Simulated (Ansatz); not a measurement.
# Starting-point dependence of the GW gap of MgAl2C2 (P-3m1)

Aim: G0W0 for MgAl2C2 (P-3m1) on several starting functionals, at one mesh, band count and screening cutoff.

Method: G0W0 on several functionals, plane waves, PAW, in Ansatz 0.2.0.

## 1. The structure

The structure is trigonal, space group P-3m1 (No. 164). The conventional cell has a = 3.377 Å, b = 3.377 Å, c = 5.817 Å, α = 90.00°, β = 90.00°, γ = 120.00°. Mg has 6 C at 2.51 Å nearest. Nearest to Al lie 4 C at 2.00 to 2.20 Å. C has 4 Al at 2.00 to 2.20 Å and 3 Mg at 2.51 Å nearest. Farther neighbours are not listed.

Geometry: measured cell, ions relaxed with r2SCAN. The runs that relaxed it are not among those shown. The default PAW set here is soft_2. Its files were made with PBE.

## 2. G0W0 on r2SCAN

Now the one-shot GW correction: screening in the RPA, then the self-energy of the levels asked for.

This step: G0W0 on r2SCAN, plane waves, PAW.

input.yaml reads:

```yaml
crystal:
  lattice:
    - [3.377, 0.0, 0.0]
    - [-1.6885, 2.9245677886, 0.0]
    - [0.0, 0.0, 5.817]
  atoms:
    - { symbol: Mg, position: [0.0, 0.0, 0.0] }
    - { symbol: Al, position: [0.3333333333, 0.6666666667, 0.3506950892] }
    - { symbol: Al, position: [0.6666666667, 0.3333333333, 0.6493049108] }
    - { symbol: C, position: [0.3333333333, 0.6666666667, 0.7289915423] }
    - { symbol: C, position: [0.6666666667, 0.3333333333, 0.2710084577] }
kpoints:
  mp_grid: { grid: [6, 6, 4] }
hamiltonian:
  xc: r2scan
scf:
  occupations: { method: fixed }
gw:
  n_empty_bands: 171
  ecut_chi: 120
  qp_bands: [v2, c2]
  qp_kpoints: band_edges
  screening: { model: contour_deformation }
```

Started as:

```console
> ansatz run input.yaml --threads 2 --pin off --max-ram 92160MiB --backend cuda --events-out ev --progress --plain --runs-dir out --devices 1 --max-vram 13GiB  # rebuilt from the run's record
```

Numbers of over 12 decimals in the logs are rounded to 6 here.

What it wrote:

```text
GPUs: using 1 of 1 available (devices: 1).
Engine: ansatz 0.2.0, x86_64-unknown-linux-gnu
Pseudopotentials: kind: paw
Pseudopotential: Mg, paw, valence charge 10, recommended cutoff 500 eV (meta_gga), Mg.paw.azcp
Pseudopotential: Al, paw, valence charge 3, recommended cutoff 500 eV (meta_gga), Al.paw.azcp
Pseudopotential: C, paw, valence charge 4, recommended cutoff 500 eV (meta_gga), C.paw.azcp
Functional definition: r2SCAN
  parameter k0 = 0.174
  parameter k1 = 0.065
  parameter a1 = 4.9479
  exchange = r2scan_x(k0 = k0, k1 = k1, a1 = a1)
  correlation = r2scan_c
device memory: the entry about to start is reckoned to put 0.8 GiB on a device that reports 46.3 GiB free (of which the cap on the GPU budget leaves the run 13.0 GiB)
GPU FFT provider: cuFFT
GPU libraries: cuBLAS 13.8.2, cuFFT 12.4.0, cuSOLVER 12.3.4
Crystal: 5 atoms, lattice volume = 57.450 Å³
Basis set: ecut = 500 eV, 1485 PW (Γ), exchange–correlation on 100×100×180 points (64 copies of the dense FFT grid, shifted against one another)
Bands: 17, of which v1, the nominal top of the filled ones, is band 12 counted from 1 (11 counted from 0)
Symmetry: 12 space group operations
Space group: P-3m1 (ITA 164), of the structure as read, at distance tolerance 3.9e-5 Å
k-points: 24 of 144
Non-local potential: Mg, projectors of the file, l = 0: 3, l = 1: 2, l = 2: 1
Non-local potential: Al, projectors of the file, l = 0: 2, l = 1: 2, l = 2: 1
Non-local potential: C, projectors of the file, l = 0: 2, l = 1: 2, l = 2: 1
PAW form: soft (Blöchl's): semilocal exchange-correlation on the pseudo side does not see the compensation charge
PAW frozen core: Mg, regenerated for the run's functional (the file was generated under x = pbe(κ = 0.804, μ = 0.219515), c = pbe(β = 0.066725))
PAW frozen core: Al, regenerated for the run's functional (the file was generated under x = pbe(κ = 0.804, μ = 0.219515), c = pbe(β = 0.066725))
PAW frozen core: C, regenerated for the run's functional (the file was generated under x = pbe(κ = 0.804, μ = 0.219515), c = pbe(β = 0.066725))
PAW one-centre angular grid: Mg, 302 points (default); XC on 224 Gauss nodes
PAW one-centre angular grid: Al, 302 points (default); XC on 160 Gauss nodes
PAW one-centre angular grid: C, 302 points (default); XC on 239 of its mesh's 2573 points in the sphere
Initial density: superposition of atomic densities (neutral atoms: chi_scale 0, normalization atom), corrected by the library's trained network
Initial wavefunctions: pseudopotential atomic-orbital guess
GPU buffer pool allocated for 28125 grid points (all kernels)
GPU transforms: local potential and band sums: pruned to the plane-wave sphere, on 25×25×45
Functional: x = r2scan, c = r2scan; τ floored in thin density (d = 2e-4 eV/Å³)
SCF iter   1: F=—  HF=-3511.367898 eV  |F-HF|=—  |Δ(HF+E_count)|=         —  Δρ=6.87e-3  dr2=1.78e-2  dr2_τ=2.76e-1  ethr=1.77e-3  ⟨swp⟩=4.0  Hψ=1900  notcnv=0  defer=67
preconditioner: auto → none  [insulator: Δε(μ)=2.177 eV  Ē_g=11.069 eV  n_scr=10 (ndim 8)  ℏωp=19.6 eV  f_vac=0.000  ε∞_Penn≈4.1]
SCF iter   2: F=—  HF=-3511.503712 eV  |F-HF|=—  |Δ(HF+E_count)|=   1.36e-1  Δρ=3.85e-3  dr2=5.20e-3  dr2_τ=1.22e-4  ethr=7.44e-5  ⟨swp⟩=2.9  Hψ=967  notcnv=0  defer=70
SCF iter   3: F=—  HF=-3511.504844 eV  |F-HF|=—  |Δ(HF+E_count)|=   1.13e-3  Δρ=6.75e-4  dr2=3.26e-4  dr2_τ=9.72e-6  ethr=2.17e-5  ⟨swp⟩=2.0  Hψ=600  notcnv=0  defer=70
SCF iter   4: F=—  HF=-3511.504867 eV  |F-HF|=—  |Δ(HF+E_count)|=   2.32e-5  Δρ=3.72e-4  dr2=2.85e-4  dr2_τ=1.06e-5  ethr=1.36e-6  ⟨swp⟩=2.0  Hψ=623  notcnv=0  defer=70
SCF iter   5: F=—  HF=-3511.504800 eV  |F-HF|=—  |Δ(HF+E_count)|=   6.67e-5  Δρ=1.80e-4  dr2=3.75e-5  dr2_τ=2.68e-7  ethr=1.19e-6  ⟨swp⟩=2.0  Hψ=470  notcnv=0  defer=32
SCF iter   6: F=—  HF=-3511.504791 eV  |F-HF|=—  |Δ(HF+E_count)|=   9.43e-6  Δρ=4.57e-5  dr2=2.60e-6  dr2_τ=1.11e-8  ethr=1.56e-7  ⟨swp⟩=2.0  Hψ=529  notcnv=0  defer=25
SCF iter   7: F=-3511.504791 eV  HF=-3511.504791 eV  |F-HF|=3.23e-8  |Δ(HF+E_count)|=   3.69e-7  Δρ=1.07e-5  dr2=9.70e-8  dr2_τ=1.57e-9  ethr=4.17e-10  ⟨swp⟩=7.0  Hψ=2108  notcnv=0
SCF 1 converged in 7 iterations: F = -3511.504791 eV  dr2 = 9.70e-8
  greatest PAW one-centre occupation: 1.000 electrons in one spin orbital (limit 2), on the Mg atom at site 0 (counted from 0), in its partial waves of l = 0
device memory: the entry about to start is reckoned to put 0.9 GiB on a device that reports 45.0 GiB free (of which the cap on the GPU budget leaves the run 13.0 GiB)
NSCF: frozen V_eff on 24 k-points, pencils in batches of 32, up to order 68
the band table was solved once the SCF had ended and its energy, with any forces and stress, was formed, with the checks that follow a solve (2160 applications of the Hamiltonian). They found nothing against the state; the energy, forces and stress were not computed again (output.eigenvalues in the input reference)
device memory: the entry about to start is reckoned to put 1.7 GiB on a device that reports 45.6 GiB free (of which the cap on the GPU budget leaves the run 13.0 GiB)
NSCF: frozen V_eff on 24 k-points
G₀W₀ screening: q 1/24
[... further progress lines ...]
SCF converged after 7 iterations
Free energy (F): -3511.504791 eV
Harris-Foulkes:  -3511.504791 eV  (|F-HF|=3.23e-8)
Internal energy: -3511.504791 eV  (E = F + TS)
E sigma→0 (E₀):  -3511.504791 eV
Fermi energy:    8.469828 eV
--- Per-component energies (eV) ---
  E_band       = -295.840215
  E_kinetic    = 306.770564
  E_local      = -1835.278244  (includes V_loc(G=0)·N_el)
  E_nonlocal   = 166.553232
  E_hartree    = 677.401025
  E_xc         = -199.436247
  E_vxc        = -237.562256  (∫ρ·V_xc dr)
  E_paw        = -1444.037497  (= ΣΔE_a)
  E_vpaw       = -63.166493  (= ΣTr[D̂ρ^β])
  E_aug_tail   = 0.000005  (compensation charges beyond the density's cutoff)
  E_vtau       = 12.045254  (kinetic-family band-sum trace: ∫τ·v_τ [+ j·A + Jᵃ·Aᵃ] dr)
  E_ewald      = -1183.281656
  E_core_change = -0.195972  (= ΣΔE_core)
  E_smearing   = -0.000000  (= −TS)
  E_closure    = 0.000000  (closes the sum)
  Σ components = -3511.504791   (vs F -3511.504791, Δ=0.00e0)
--- Band table (eV; the first three rows and the last of 24) ---
  k-point 0: bands = [... 8 lower, 7.3715, 8.2517, 8.2948, 8.2948, 12.2765, 13.6494, 15.7776, 15.7776, ... 1 higher]
  k-point 1: bands = [... 8 lower, 7.4460, 7.4460, 8.2013, 8.2013, 13.0147, 14.0716, 15.6954, 15.6954, ... 1 higher]
  k-point 2: bands = [... 8 lower, 7.5450, 7.5450, 8.0832, 8.0832, 13.4749, 14.5031, 15.6749, 15.6749, ... 1 higher]
  k-point 23: bands = [... 8 lower, 3.1673, 4.3386, 7.3340, 7.3340, 12.4478, 12.4478, 13.2925, 15.4634, ... 1 higher]
--- G₀W₀: contour deformation, 7 samples at zero and on the imaginary axis and 2 off it, 144 q-points, 171 empty bands' worth ---
  eigenvalues of the whole cell's RPA ε∞ on this k-mesh (on a slab, of 1 + 4πα/V) = 6.5201, 6.5201, 7.1689; static W/v taken at q = 0 is 0.149531
  bands read: the sum over 183 bands ends inside a degenerate multiplet in 2 slots, whose members it reads at an even weight; the widest, k=22: bands 183 to 184 (counted from 1) at 1/2 each
  gw.qp_kpoints: band_edges: 14 of 24 stored k-points solved, in 1 pass; an edge of the gap read off the rows below is read off those points alone
    valence top: of the k-points left out ik 4 came nearest to being solved in a further pass, in band 12 (counted from 1, as in the quasiparticle table): it holds the edge there only if its correction is more favourable than any solved in that band by at least 0.509 eV; those differ by 0.150 eV
    conduction bottom: of the k-points left out ik 9 came nearest to being solved in a further pass, in band 13 (counted from 1, as in the quasiparticle table): it holds the edge there only if its correction is more favourable than any solved in that band by at least 0.987 eV; those differ by 0.253 eV
    ik  band        ε_KS         Σx   Σc(E_QP)       V_xc       Z   E_QP_lin       E_QP  E_QP is
     0    11      8.2948   -17.4353     2.0464   -15.0235  0.7776     7.9282     7.9294  root
     0    12      8.2948   -17.4353     2.0464   -15.0235  0.7776     7.9282     7.9294  root
     0    13     12.2765    -9.1659    -4.1527   -13.5789  0.7906    12.5374    12.5368  root
     0    14     13.6494    -8.1820    -4.4333   -12.8646  0.7897    13.8994    13.8987  root
     1    11      8.2013   -17.4061     2.0793   -14.9526  0.7771     7.8258     7.8271  root
     1    12      8.2013   -17.4061     2.0793   -14.9526  0.7771     7.8258     7.8271  root
     1    13     13.0147    -8.7177    -4.3462   -13.3110  0.7890    13.2624    13.2618  root
     1    14     14.0716    -8.5644    -4.5903   -13.4483  0.7822    14.3662    14.3652  root
     2    11      8.0832   -17.3481     2.1200   -14.8418  0.7765     7.6956     7.6970  root
     2    12      8.0832   -17.3481     2.1200   -14.8418  0.7765     7.6956     7.6970  root
     2    13     13.4749    -8.1347    -4.5020   -12.8662  0.7878    13.7050    13.7044  root
     2    14     14.5031    -8.1737    -4.6408   -13.0742  0.7891    14.7634    14.7627  root
     3    11      8.0994   -17.4937     2.1042   -15.0148  0.7766     7.7234     7.7248  root
     3    12      8.4698   -16.3832     1.6459   -14.3780  0.7806     8.1093     8.1104  root
     3    13     13.1074    -8.6354    -4.2670   -13.1573  0.7881    13.3629    13.3622  root
     3    14     13.5180    -6.6379    -4.3791   -11.1516  0.7967    13.6527    13.6524  root
     6    11      7.5948   -16.2096     1.8953   -13.8850  0.7775     7.1637     7.1656  root
     6    12      7.9827   -17.4715     2.1355   -14.9492  0.7762     7.5944     7.5958  root
     6    13     13.5100    -8.4643    -4.3692   -13.0729  0.7887    13.7500    13.7494  root
     6    14     13.9990    -7.0016    -4.4819   -11.6542  0.7902    14.1699    14.1696  root
     7    11      7.6421   -17.5034     2.2316   -14.8688  0.7744     7.2374     7.2390  root
     7    12      7.6488   -15.9401     1.8038   -13.7158  0.7780     7.2266     7.2283  root
     7    13     11.6545    -6.2358    -3.9667   -10.2668  0.8090    11.7189    11.7188  root
     7    14     13.5276    -7.5222    -4.4010   -12.1299  0.7912    13.7347    13.7343  root
[...]
21    11      5.8306   -15.9481     2.4366   -13.0023  0.7612     5.3174     5.3215  root
    21    12      5.8306   -15.9481     2.4366   -13.0023  0.7612     5.3174     5.3215  root
    21    13     11.4216    -5.9829    -3.8821    -9.8722  0.8155    11.4287    11.4287  root
    21    14     14.9360    -6.7448    -4.8115   -11.7468  0.7686    15.1270    15.1265  root
    23    11      7.3340   -16.6143     2.0213   -14.1857  0.7743     6.9249     6.9266  root
    23    12      7.3340   -16.6143     2.0213   -14.1857  0.7743     6.9249     6.9266  root
    23    13     12.4478    -6.7506    -4.0883   -10.9702  0.8029    12.5792    12.5790  root
    23    14     12.4478    -6.7506    -4.0883   -10.9702  0.8029    12.5792    12.5790  root
```

It took 20 s on 1 × NVIDIA H100 80GB HBM3 (shared by 6 runs) with 2 threads of AMD EPYC 7R13 (Zen 3), shared host; peak memory 1.4 GiB.

Numbers from this step:

| Quantity | Value |
| --- | --- |
| bands summed | 183 |
| RPA ε∞ on this mesh (eigenvalues) | 6.520, 6.520, 7.169 |
| plane waves in the screening matrix | 149 |
| q-points in the mesh | 144 |
| G0W0 gap on the mesh | 2.677 eV |
| k of the valence top | 0, 0.1667, 0 |
| k of the conduction bottom | 0, -0.5, 0.25 |
| starting gap on the mesh | 2.251 eV |
| Z at the valence top | 0.7806 |
| Z at the conduction bottom | 0.8101 |
| least direct G0W0 gap on the computed points | 3.967 eV |

The gap on the mesh goes from 2.25 eV to 2.68 eV, a correction of +0.43 eV. Between the two edge states, bare exchange in place of the xc potential would open the gap by 5.77 eV, and correlation takes back 5.35 eV.

(Part 1 of 2 ends here.)

[Paths, hosts, dates, memory and timing lines, banners, echoed tables and standing remarks are left out of the program output.]

[Logs are printed without paths, hosts, clocks, repeated set-up lines and the standing remarks that a program may print on its own settings, such as how far it seeks lower states.]

[Runs of the session that timed out or met a known fault of the program may be left out.]

[Cells called generated may have been cut or substituted from an entry of the Crystallography Open Database or the Materials Project.]

[Hosts, paths, dates, database ids (printed as entryN), source tags and the programs' standing remarks are cut or masked in the printed files.]
